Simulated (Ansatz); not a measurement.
**KTaSe3 (model cell, started as cubic perovskite with Ta in the octahedra): following an unstable mode**

Wanted: the energy along a soft mode of KTaSe3 (model cell, started as cubic perovskite with Ta in the octahedra) and the structure at the end.

Calculated with Ansatz 0.2.0; DFT LDA, scalar-relativistic, plane waves, PAW; PAW set soft_1.

The structure was built from a prototype and need not be the compound's stable phase.

## Step 1: Set-up

Symmetry: Pm-3m, No. 221, cubic system. The conventional cell has a = 4.999 Å, b = 4.999 Å, c = 4.999 Å, α = 90.00°, β = 90.00°, γ = 90.00°. Nearest to K lie 12 Se at 3.53 Å. Nearest to Ta lie 6 Se at 2.50 Å. Nearest to Se lie 2 Ta at 2.50 Å and 4 K at 3.53 Å. Farther neighbours and most contacts between anions are not listed.

As a file:

```cif
data_structure
_symmetry_space_group_name_H-M 'Pm-3m'
_symmetry_Int_Tables_number 221
_cell_length_a 4.9989
_cell_length_b 4.9989
_cell_length_c 4.9989
_cell_angle_alpha 90.000
_cell_angle_beta 90.000
_cell_angle_gamma 90.000
_cell_volume 124.92
loop_
_atom_site_label
_atom_site_type_symbol
_atom_site_symmetry_multiplicity
_atom_site_Wyckoff_symbol
_atom_site_fract_x
_atom_site_fract_y
_atom_site_fract_z
_atom_site_occupancy
K1 K 1 a 0.00000 0.00000 0.00000 1
Ta1 Ta 1 b 0.50000 0.50000 0.50000 1
Se1 Se 3 c 0.50000 0.50000 0.00000 1
```

## Step 2: The dispersion

The cell comes from relaxations at this level that are not shown. Stability and thermal properties need the whole zone. Linear response on a 2×2×2 q mesh gives force constants as far as a supercell of that size would.

Input file input.yaml:

```yaml
crystal:
  lattice:
    - [4.998906978, 0.0, 0.0]
    - [0.0, 4.998906978, 0.0]
    - [0.0, 0.0, 4.998906978]
  atoms:
    - { symbol: K, position: [0.0, 0.0, 0.0] }
    - { symbol: Ta, position: [0.5, 0.5, 0.5] }
    - { symbol: Se, position: [0.5, 0.5, 0.0] }
    - { symbol: Se, position: [0.5, 0.0, 0.5] }
    - { symbol: Se, position: [0.0, 0.5, 0.5] }
kpoints:
  mp_grid: { grid: [8, 8, 8] }
hamiltonian:
  xc: lda
  pseudopotentials: { kind: paw, azcp: { folder: soft_1 }, xc_functional: pbe }
scf:
  occupations: { method: methfessel_paxton, width: 0.2 }
output:
  eigenvalues: true
phonons:
  method: dfpt
  qmesh: [2, 2, 2]
  temperatures: { t_max: 1000, t_step: 50 }
  qpath:
    path:
      - [[0.0, 0.0, 0.0], [0.0, 0.5, 0.0], [0.5, 0.5, 0.0], [0.0, 0.0, 0.0], [0.5, 0.5, 0.5], [0.0, 0.5, 0.0]]
      - [[0.5, 0.5, 0.5], [0.5, 0.5, 0.0]]
    npoints: 10
```

On the command line:

```bash
ansatz run input.yaml --threads 4 --pin off --max-ram 16384MiB --backend cpu --events-out ev --progress --plain --runs-dir out
```

Numbers of over 12 decimals in the logs are rounded to 6 here.

The program printed:

```text
Engine: ansatz 0.2.0, aarch64-unknown-linux-gnu
Pseudopotentials: kind: paw
Pseudopotential: K, paw, valence charge 9, recommended cutoff 420 eV (normal), soft_1/K.paw.azcp
Pseudopotential: Ta, paw, valence charge 13, recommended cutoff 420 eV (normal), soft_1/Ta.paw.azcp
Pseudopotential: Se, paw, valence charge 16, recommended cutoff 420 eV (normal), soft_1/Se.paw.azcp
Functional definition: SPW92
  exchange = slater_x
  correlation = pw_c
Crystal: 5 atoms, lattice volume = 124.918 Å³
Basis set: ecut = 420 eV, 2469 PW (Γ), exchange–correlation on 72×72×72 points (8 copies of the dense FFT grid, shifted against one another)
Bands: 42, of which v1, the nominal top of the filled ones, is band 35 counted from 1 (34 counted from 0)
Symmetry: 48 space group operations
k-points: 35 of 512
Non-local potential: K, projectors of the file, l = 0: 3, l = 1: 2, l = 2: 2
Non-local potential: Ta, projectors of the file, l = 0: 3, l = 1: 2, l = 2: 2, l = 3: 1
Non-local potential: Se, projectors of the file, l = 0: 2, l = 1: 2, l = 2: 3, l = 3: 1
PAW form: soft (Blöchl's): semilocal exchange-correlation on the pseudo side does not see the compensation charge
PAW frozen core: K, regenerated for the run's functional, and the local potential with it (the file was generated under x = pbe(κ = 0.804, μ = 0.219515), c = pbe(β = 0.066725))
PAW frozen core: Ta, regenerated for the run's functional, and the local potential with it (the file was generated under x = pbe(κ = 0.804, μ = 0.219515), c = pbe(β = 0.066725))
PAW frozen core: Se, regenerated for the run's functional, and the local potential with it (the file was generated under x = pbe(κ = 0.804, μ = 0.219515), c = pbe(β = 0.066725))
PAW one-centre angular grid: K, 110 points (default); XC on 64 Gauss nodes
PAW one-centre angular grid: Ta, 590 points (default); XC on 64 Gauss nodes
PAW one-centre angular grid: Se, 590 points (default); XC on 64 Gauss nodes
Initial density: superposition of atomic densities (chi_scale 0.1, normalization cell, long waves kept (reshape's long-wave potential 0.00 eV rms))
Initial wavefunctions: pseudopotential atomic-orbital guess
Functional: x = slater, c = lda
SCF iter   1: F=—  HF=-27334.667826 eV  |F-HF|=—  |Δ(HF+E_count)|=         —  Δρ=4.68e-2  dr2=4.82e0  ethr=3.10e-3  ⟨swp⟩=7.5  Hψ=5542  notcnv=0
preconditioner: auto → Kerker (q_TF=auto, 2.477 Å⁻¹)  [metal: Δε(μ)=0.057 eV  Ē_g=10.276 eV  σ=0.200 eV  W_gap=0.24  n_scr=26 (ndim 8)  ℏωp=18.2 eV  f_vac=0.008  D(μ)=3.45/eV (n_scr^D=26)]
SCF iter   2: F=—  HF=-27333.747794 eV  |F-HF|=—  |Δ(HF+E_count)|=   9.20e-1  S|Δr|=    0.00e0  Δρ=2.40e-2  dr2=1.29e0  ethr=3.10e-3  ⟨swp⟩=2.1  Hψ=2224  notcnv=0  defer=56
SCF iter   3: F=—  HF=-27333.344664 eV  |F-HF|=—  |Δ(HF+E_count)|=   4.03e-1  S|Δr|=    0.00e0  Δρ=5.89e-3  dr2=9.96e-2  ethr=1.84e-3  ⟨swp⟩=2.4  Hψ=2180  notcnv=0  defer=56
SCF iter   4: F=—  HF=-27333.312569 eV  |F-HF|=—  |Δ(HF+E_count)|=   3.21e-2  S|Δr|=    0.00e0  Δρ=3.05e-3  dr2=3.67e-2  ethr=1.42e-4  ⟨swp⟩=2.0  Hψ=2892  notcnv=0  defer=57
SCF iter   5: F=—  HF=-27333.295161 eV  |F-HF|=—  |Δ(HF+E_count)|=   1.74e-2  S|Δr|=    0.00e0  Δρ=1.42e-3  dr2=5.37e-3  ethr=5.25e-5  ⟨swp⟩=2.2  Hψ=2559  notcnv=0  defer=57
SCF iter   6: F=—  HF=-27333.293290 eV  |F-HF|=—  |Δ(HF+E_count)|=   1.87e-3  S|Δr|=    0.00e0  Δρ=3.59e-4  dr2=2.83e-4  ethr=7.67e-6  ⟨swp⟩=2.0  Hψ=1915  notcnv=0  defer=57
SCF iter   7: F=—  HF=-27333.293276 eV  |F-HF|=—  |Δ(HF+E_count)|=   1.39e-5  S|Δr|=    0.00e0  Δρ=1.28e-4  dr2=3.76e-5  ethr=4.05e-7  ⟨swp⟩=2.0  Hψ=1896  notcnv=0  defer=57
SCF iter   8: F=—  HF=-27333.293276 eV  |F-HF|=—  |Δ(HF+E_count)|=   1.45e-7  S|Δr|=    0.00e0  Δρ=3.42e-5  dr2=2.84e-6  ethr=5.36e-8  ⟨swp⟩=2.0  Hψ=1689  notcnv=0  defer=57
SCF iter   9: F=—  HF=-27333.293275 eV  |F-HF|=—  |Δ(HF+E_count)|=   3.19e-7  S|Δr|=    0.00e0  Δρ=1.02e-5  dr2=2.48e-7  ethr=4.06e-9  ⟨swp⟩=2.0  Hψ=2588  notcnv=0  defer=57
SCF iter  10: F=—  HF=-27333.293275 eV  |F-HF|=—  |Δ(HF+E_count)|=   4.86e-8  S|Δr|=    0.00e0  Δρ=2.95e-6  dr2=1.15e-8  ethr=3.54e-10  ⟨swp⟩=2.3  Hψ=2390  notcnv=0  defer=57
SCF iter  11: F=—  HF=-27333.293275 eV  |F-HF|=—  |Δ(HF+E_count)|=   5.96e-9  S|Δr|=    0.00e0  Δρ=5.50e-7  dr2=4.39e-10  ethr=1.64e-11  ⟨swp⟩=2.0  Hψ=1595  notcnv=0  defer=57
SCF iter  12: F=—  HF=-27333.293275 eV  |F-HF|=—  |Δ(HF+E_count)|=  2.29e-10  S|Δr|=    0.00e0  Δρ=1.57e-7  dr2=3.19e-11  ethr=1.00e-12  ⟨swp⟩=2.4  Hψ=2584  notcnv=0  defer=57
SCF iter  13: F=-27333.293275 eV  HF=-27333.293275 eV  |F-HF|=0.00e0  |Δ(HF+E_count)|=  3.64e-12  S|Δr|=    0.00e0  Δρ=3.29e-8  dr2=8.87e-13  ethr=1.00e-12  ⟨swp⟩=11.2  Hψ=7804  notcnv=0
SCF 1 converged in 13 iterations: F = -27333.293275 eV  dr2 = 8.87e-13
  greatest PAW one-centre occupation: 1.000 electrons in one spin orbital (limit 2), on the Se atom at site 3 (counted from 0), in its partial waves of l = 2
Initial density: read from a saved state, or passed on in memory by an earlier SCF of this step, an earlier step, the calling program or the single point that the run made first
iter 1 solved again at ethr=2.21e-7 eV; its pass at ethr=3.10e-3 eV (dr2=1.55e-4 eV) is discarded
SCF iter   1: F=—  HF=-27333.293275 eV  |F-HF|=—  |Δ(HF+E_count)|=         —  Δρ=1.01e-6  dr2=9.99e-10  ethr=2.21e-7  ⟨swp⟩=3.0  Hψ=8588  notcnv=0
eigensolver tolerance schedule: the retry pair's looser diagonalisation over-reported the residual by 154956.17 of it (diagonalisation noise at an unbounded share of the residual, at the tolerance the schedule requests for it); recorded, not acted on — ethr = c·dr2/N_el stays at c = 1.0e-1
preconditioner: auto → LDOS  [metal: Δε(μ)=0.071 eV  Ē_g=10.180 eV  σ=0.200 eV  W_gap=0.30  n_scr=26 (ndim 8)  ℏωp=18.2 eV  f_vac=0.042  D(μ)=3.59/eV (n_scr^D=26)  β→1.0]
SCF iter   2: F=—  HF=-27333.293275 eV  |F-HF|=—  |Δ(HF+E_count)|=   6.53e-7  S|Δr|=    0.00e0  Δρ=1.12e-6  dr2=1.33e-9  ethr=1.43e-12  ⟨swp⟩=3.9  Hψ=4240  notcnv=0
SCF iter   3: F=—  HF=-27333.293275 eV  |F-HF|=—  |Δ(HF+E_count)|=  3.46e-10  S|Δr|=    0.00e0  Δρ=5.55e-7  dr2=3.18e-10  ethr=1.43e-12  ⟨swp⟩=2.0  Hψ=2426  notcnv=0
SCF iter   4: F=—  HF=-27333.293275 eV  |F-HF|=—  |Δ(HF+E_count)|=  4.00e-11  S|Δr|=    0.00e0  Δρ=3.95e-7  dr2=1.49e-10  ethr=1.00e-12  ⟨swp⟩=1.0  Hψ=1470  notcnv=0
SCF iter   5: F=-27333.293275 eV  HF=-27333.293275 eV  |F-HF|=3.64e-12  |Δ(HF+E_count)|=  5.09e-11  S|Δr|=    0.00e0  Δρ=2.58e-8  dr2=1.21e-12  ethr=1.00e-12  ⟨swp⟩=3.1  Hψ=4802  notcnv=0
SCF 2 converged in 5 iterations: F = -27333.293275 eV  dr2 = 1.21e-12
  greatest PAW one-centre occupation: 1.000 electrons in one spin orbital (limit 2), on the Se atom at site 4 (counted from 0), in its partial waves of l = 2
phonons: the bands overlap, so this run is a metal and interpolates without the dipole-dipole term. If the crystal is really an insulator or semiconductor, its LO-TO splitting is missing
NSCF: frozen V_eff on 35 k-points
NSCF: frozen V_eff on 125 k-points
DFPT response loops at q = (0, 0, 0) (fractional): preconditioner auto → Kerker (q_TF=auto, 2.477 Å⁻¹) (partly filled bands, converged f_vac=0.042); β = 1.00, the filter's whole step (`scf.mixing.beta` (0.50) is not read by the response loops under this deck's `scf.mixing.preconditioner`; to damp them name `kerker` or `kerker_dos`, under which they read `scf.mixing.beta`, and type it under 1.00, their step now; both keys bind the ground state too); Broyden in place of MSR1
NSCF: frozen V_eff on 250 k-points
DFPT response loops at q = (0, 0, -0.5) (fractional): mixed as the last ones told, above
NSCF: frozen V_eff on 250 k-points
DFPT response loops at q = (0, -0.5, -0.5) (fractional): mixed as the last ones told, above
NSCF: frozen V_eff on 250 k-points
DFPT response loops at q = (-0.5, -0.5, -0.5) (fractional): mixed as the last ones told, above
SCF converged after 13 iterations
Stability not checked: this state was not tested for a lower state beside it, because cold or Methfessel-Paxton smearing, or corrected tetrahedra, fill the levels in a way that the test cannot read (fill_not_monotonic; see scf.lower_state_search)
Free energy (F): -27333.293275 eV
Harris-Foulkes:  -27333.293275 eV  (|F-HF|=0.00e0)
Internal energy: -27333.281853 eV  (E = F + TS)
E sigma→0 (E₀):  -27333.290420 eV
Entropy (-TS):   -0.011422 eV (-2.284 meV/atom)
Fermi energy:    8.278294 eV
Step filling:    the computed levels leave a gap of 0.0714 eV = 0.4 smearing widths at the electron count; against every level under it full and every level over it empty, smearing changes F+E_penalty+E_count by -2.560 meV and its σ→0 estimate by +0.295 meV
--- Per-component energies (eV) ---
  E_band       = -1468.784412
  E_kinetic    = 983.652233
  E_local      = -10023.614348  (includes V_loc(G=0)·N_el)
  E_nonlocal   = -1042.091053
  E_hartree    = 5002.893353
  E_xc         = -706.878236
  E_vxc        = -670.917186  (∫ρ·V_xc dr)
  E_paw        = -14938.060107  (= ΣΔE_a)
  E_vpaw       = -721.599687  (= ΣTr[D̂ρ^β])
  E_aug_tail   = -0.001027  (compensation charges beyond the density's cutoff)
  E_ewald      = -6616.351246
  E_core_change = 7.168577  (= ΣΔE_core)
  E_smearing   = -0.011422  (= −TS)
  E_closure    = 0.000000  (closes the sum)
  Σ components = -27333.293275   (vs F -27333.293275, Δ=0.00e0)
--- Band table (eV; the first three rows and the last of 35) ---
  k-point 0: bands = [... 31 lower, 6.9847, 7.4134, 7.4134, 7.4134, 7.7858, 7.7858, 7.7858, 9.8038, ... 3 higher]
  k-point 1: bands = [... 31 lower, 6.8767, 7.1222, 7.4227, 7.4874, 7.4874, 8.3395, 8.3395, 9.8178, ... 3 higher]
  k-point 2: bands = [... 31 lower, 6.2446, 6.6428, 7.4457, 7.4753, 7.4753, 9.2217, 9.2217, 9.8428, ... 3 higher]
  k-point 34: bands = [... 31 lower, 3.6641, 8.5047, 8.5047, 8.5047, 10.4980, 10.4980, 10.4980, 11.5624, ... 3 higher]
--- Phonons (Γ-DFPT): 4 representative perturbations + reference (Σ response iterations 13) ---
  ASR residual: 3.631e-5 → 0.000e0 eV/Å²; symmetrization residual: 5.595e-6 eV/Å²
  ASR residual per site (eV/Å²): 1.09e-5 4.12e-6 3.63e-5 3.63e-5 3.63e-5
  Γ frequencies (cm⁻¹): 0.00 0.00 0.00 45.85 45.85 45.85 61.21 61.21 61.21 80.42 80.42 80.42 230.71 230.71 230.71
--- Phonons (arbitrary-q DFPT): 4 irreducible q on the 2×2×2 mesh ---
  q = [0.0000, 0.0000, 0.0000] (star 1, of the zone-centre solve; hermiticity 8.94e-7, symmetrization 8.25e-12): -0.00 -0.00 0.00 45.85 45.85 45.85 61.21 61.21 61.21 80.42 80.42 80.42 230.71 230.71 230.71
  q = [0.0000, 0.0000, -0.5000] (star 3, 9 solved perturbations in 975 linear systems a pass and spin channel, the states on 125 of 512 k-point pairs; hermiticity 5.75e-7, symmetrization 1.16e-12): 13.03 13.03 58.79 58.79 66.56 66.56 74.00 75.70 91.76 94.53 94.53 148.07 229.36 229.36 263.67
  q = [0.0000, -0.5000, -0.5000] (star 3, 9 solved perturbations in 975 linear systems a pass and spin channel, the states on 125 of 512 k-point pairs; hermiticity 1.18e-6, symmetrization 2.43e-12): -45.35 -19.39 65.02 65.02 71.03 85.78 89.67 89.67 91.11 91.11 128.08 149.50 149.50 228.32 284.77
  q = [-0.5000, -0.5000, -0.5000] (star 1, 4 solved perturbations in 350 linear systems a pass and spin channel, the states on 125 of 512 k-point pairs; hermiticity 4.36e-7, symmetrization 6.96e-12): -126.59 -126.59 -48.78 -48.78 -48.78 71.25 71.25 71.25 128.10 128.10 128.10 149.59 149.59 149.59 302.07
  sum rule: each row above includes the acoustic sum rule's correction from the zone centre's row sums; it moved no ω² by more than (0.35 cm⁻¹)²
  mesh force constants: q→R imaginary residual 2.22e-18; ASR residual 3.631e-5 → 0.000e0 eV/Å²; symmetrization residual 1.066e-14 eV/Å²
  interpolated dispersion: 62 rows × 15 modes
  density of states and harmonic sums: on the 14×14×14 q-mesh, interpolated from the force constants of a 2×2×2 supercell (no non-analytic term)
  largest difference from the sums on the solved wave vectors: F 2.31e-1 eV, S 3.14e-4 and C_V 8.49e-5 eV/K
  zero-point energy: 0.095539 eV/cell   skipped modes (ω ≤ 0): 120, of them read as no rigid motion or as one in doubt: 117 (7.853e-1 modes/cell left out, lowest -126.59 cm⁻¹)   left out of the sums: 5.24e-2 of the cell's modes: C_V's classical limit lies that fraction below 3 k_B per atom; for a crystal, a wire or a layer, F and S can be off by more, and a phonons.interpolated_qmesh denser along its periods is the remedy for the sampling
```

The job ended after 7.8 min (4 threads of Arm Neoverse V1, shared host; peak memory 1.8 GiB; 30 min of CPU time).

Numbers from this step:

- volume per atom: 24.98 Å³
- gap on the k-mesh: 0 eV
- sum-rule residual before enforcement: 3.63e-5 eV/Å²
- lowest frequency on the path: -126.6 cm⁻¹
- point group: m-3m
- highest frequency on the path or at a solved wavevector: 302.9 cm⁻¹
- highest optical mode at the zone centre (no LO-TO term): 230.7 cm⁻¹
- lowest optical zone-centre mode: 45.85 cm⁻¹
- lowest mode on the q mesh (acoustic modes at Γ apart): -126.6 cm⁻¹

Frequencies (cm⁻¹) solved at each irreducible wavevector; negative means imaginary. Frequencies by wavevector, by row:

```csv
q in reciprocal lattice units,star,mode 1,mode 2,mode 3,mode 4,mode 13,mode 14,mode 15
0 0 0,1,0,0,0,45.9,230.7,230.7,230.7
0 0 -0.5,3,13,13,58.8,58.8,229.4,229.4,263.7
0 -0.5 -0.5,3,-45.4,-19.4,65,65,149.5,228.3,284.8
-0.5 -0.5 -0.5,1,-126.6,-126.6,-48.8,-48.8,149.6,149.6,302.1
```

Interpolated from a 2×2×2 q mesh. Phonon branches along the path, in cm⁻¹:

```csv
point,branch 1,branch 2,branch 3,branch 4,branch 12,branch 13,branch 14,branch 15
Γ,0,0,0,46,80,231,231,231
halfway,17,17,51,51,110,230,230,246
X,13,13,59,59,148,229,229,264
halfway,-8,28,49,67,149,172,229,280
M,-45,-19,65,65,150,150,228,285
halfway,14,23,56,61,114,197,230,268
Γ,0,0,0,46,80,231,231,231
halfway,14,14,40,69,115,185,185,289
R,-127,-127,-49,-49,150,150,150,302
halfway,15,21,33,55,144,149,172,298
X,13,13,59,59,148,229,229,264
jump to R,-127,-127,-49,-49,150,150,150,302
halfway,-66,-47,27,27,147,150,150,302
M,-45,-19,65,65,150,150,228,285
```

Symmetry leaves 4 wavevectors to solve. The lowest mode among them, the acoustic zeros apart, lies at q = (-0.5, -0.5, -0.5) and is imaginary, 126.6i cm⁻¹, so the energy falls along it.

## Step 3: The mode frozen in, largest atomic shift 0 Å

The mode followed lies at q = (-0.5, -0.5, -0.5) with frequency 126.6i cm⁻¹ and is 2-fold degenerate, the softest among the wavevectors solved. At small amplitude the distorted cell has space group no. 140 by a symmetry search on the positions. The undistorted cell that holds it gives the zero of energy on the same k mesh.

System of this step: KTaSe3 (model cell, started as cubic perovskite with Ta in the octahedra). Symmetry: Pm-3m, No. 221, cubic system. The conventional cell has a = 4.999 Å, b = 4.999 Å, c = 4.999 Å, α = 90.00°, β = 90.00°, γ = 90.00°. K has 12 Se at 3.53 Å nearest. Nearest to Ta lie 6 Se at 2.50 Å. Nearest to Se lie 2 Ta at 2.50 Å and 4 K at 3.53 Å. Farther neighbours and most contacts between anions are not listed.

input.yaml, the sections that differ from step 2:

```yaml
crystal:
  lattice:
    - [4.998906978, 4.998906978, 0.0]
    - [4.998906978, 0.0, 4.998906978]
    - [4.998906978, 0.0, -4.998906978]
  atoms:
    - { symbol: K, position: [0.0, 0.0, 0.0] }
    - { symbol: K, position: [0.0, 0.5, 0.5] }
    - { symbol: Ta, position: [0.5, 0.25, 0.75] }
    - { symbol: Ta, position: [0.5, 0.75, 0.25] }
    - { symbol: Se, position: [0.5, 0.5, 0.5] }
    - { symbol: Se, position: [0.5, 0.0, 0.0] }
    - { symbol: Se, position: [0.0, 0.5, 0.0] }
    - { symbol: Se, position: [0.0, 0.0, 0.5] }
    - { symbol: Se, position: [0.5, 0.5, 0.0] }
    - { symbol: Se, position: [0.5, 0.0, 0.5] }
output:
  forces: true
  stress: true
  eigenvalues: true
# kpoints, hamiltonian, scf: as in step 2
# phonons: removed
```

The program printed:

```text
[...]
Crystal: 10 atoms, lattice volume = 249.836 Å³
Basis set: ecut = 420 eV, 4909 PW (Γ)
Bands: 84, of which v1, the nominal top of the filled ones, is band 70 counted from 1 (69 counted from 0)
Symmetry: 96 space group operations
[...]
k-points: 29 of 512
[...]
k-point 0: bands = [... 66 lower, 7.4352, 7.7835, 7.7835, 7.7835, 8.4961, 8.4961, 8.4961, 9.8268, ... 10 higher]
  k-point 1: bands = [... 66 lower, 7.5035, 7.9708, 7.9708, 8.0204, 8.3432, 8.3432, 8.4184, 10.1210, ... 10 higher]
  k-point 2: bands = [... 66 lower, 7.2618, 7.9793, 7.9793, 8.2101, 8.3449, 8.4937, 8.4937, 10.0309, ... 10 higher]
  k-point 28: bands = [... 66 lower, 6.4982, 6.4982, 7.5402, 7.5402, 9.2188, 9.2188, 10.1314, 10.1314, ... 10 higher]
[key lines of the parts left out:]
SCF converged after 10 iterations
Free energy (F): -54666.638005 eV
Fermi energy:    8.256866 eV
P = ⅓ Tr σ = -0.1008 GPa (-1.008 kbar)
```

It took 12 s on 4 threads; peak memory 0.98 GiB.

Numbers from this step:

| Item | Value |
| --- | --- |
| pressure | -0.1008 GPa |
| energy from the undistorted cell | 0 meV/atom |

The run ends at a pressure of -0.10 GPa.

## Step 4: The mode frozen in, largest atomic shift 0.04 Å

The atoms are moved along the unstable eigenvector, the largest shift by 0.04 Å, with the cell fixed.

input.yaml, the sections that differ from step 3:

```yaml
crystal:
  lattice:
    - [4.998906978, 4.998906978, 0.0]
    - [4.998906978, 0.0, 4.998906978]
    - [4.998906978, 0.0, -4.998906978]
  atoms:
    - { symbol: K, position: [0.0, 0.0, 0.0] }
    - { symbol: K, position: [0.0, 0.5, 0.5] }
    - { symbol: Ta, position: [0.5, 0.25, 0.75] }
    - { symbol: Ta, position: [0.5, 0.75, 0.25] }
    - { symbol: Se, position: [0.5, 0.5, 0.5] }
    - { symbol: Se, position: [0.5, 0.0, 0.0] }
    - { symbol: Se, position: [-0.0080017492, 0.5040008746, 0.0040008746] }
    - { symbol: Se, position: [0.0080017492, -0.0040008746, 0.4959991254] }
    - { symbol: Se, position: [0.5, 0.4959991254, -0.0040008746] }
    - { symbol: Se, position: [0.5, 0.0040008746, 0.5040008746] }
# kpoints, hamiltonian, scf, output: as in step 3
```

The program printed:

```text
[...]
Crystal: 10 atoms, lattice volume = 249.836 Å³
Basis set: ecut = 420 eV, 4909 PW (Γ)
Bands: 84, of which v1, the nominal top of the filled ones, is band 70 counted from 1 (69 counted from 0)
Symmetry: 16 space group operations
[...]
k-points: 59 of 512
[...]
k-point 0: bands = [... 66 lower, 7.4300, 7.7866, 7.7866, 7.7875, 8.5096, 8.5096, 8.5343, 9.8225, ... 10 higher]
  k-point 1: bands = [... 66 lower, 7.5037, 7.9271, 7.9574, 8.0013, 8.3667, 8.3904, 8.4575, 10.1168, ... 10 higher]
  k-point 2: bands = [... 66 lower, 7.2652, 7.9363, 7.9709, 8.1794, 8.3788, 8.5105, 8.5470, 10.0363, ... 10 higher]
  k-point 58: bands = [... 66 lower, 6.4990, 6.4990, 7.5428, 7.5428, 9.2240, 9.2240, 10.1387, 10.1387, ... 10 higher]
[key lines of the parts left out:]
SCF converged after 11 iterations
Free energy (F): -54666.638172 eV
Fermi energy:    8.263922 eV
P = ⅓ Tr σ = 0.0215 GPa (0.215 kbar)
```

Run time: 28 s. Hardware: 4 threads; peak memory 1.3 GiB; 1.8 min of CPU time.

Numbers from this step:

| Quantity | Value |
| --- | --- |
| pressure | 0.02151 GPa |
| energy from the undistorted cell | -0.342 meV/atom |

The energy, extrapolated to zero smearing, is -0.34 meV/atom against the undistorted cell.

The run ends at a pressure of 0.02 GPa, with forces up to 0.042 eV/Å.

[end of part 1 of 2]

[Logs are printed without paths, hosts, clocks, repeated set-up lines and the standing remarks that a program may print on its own settings, such as how far it seeks lower states.]

[Hosts, paths, dates, database ids (printed as entryN), source tags and the programs' standing remarks are cut or masked in the printed files.]
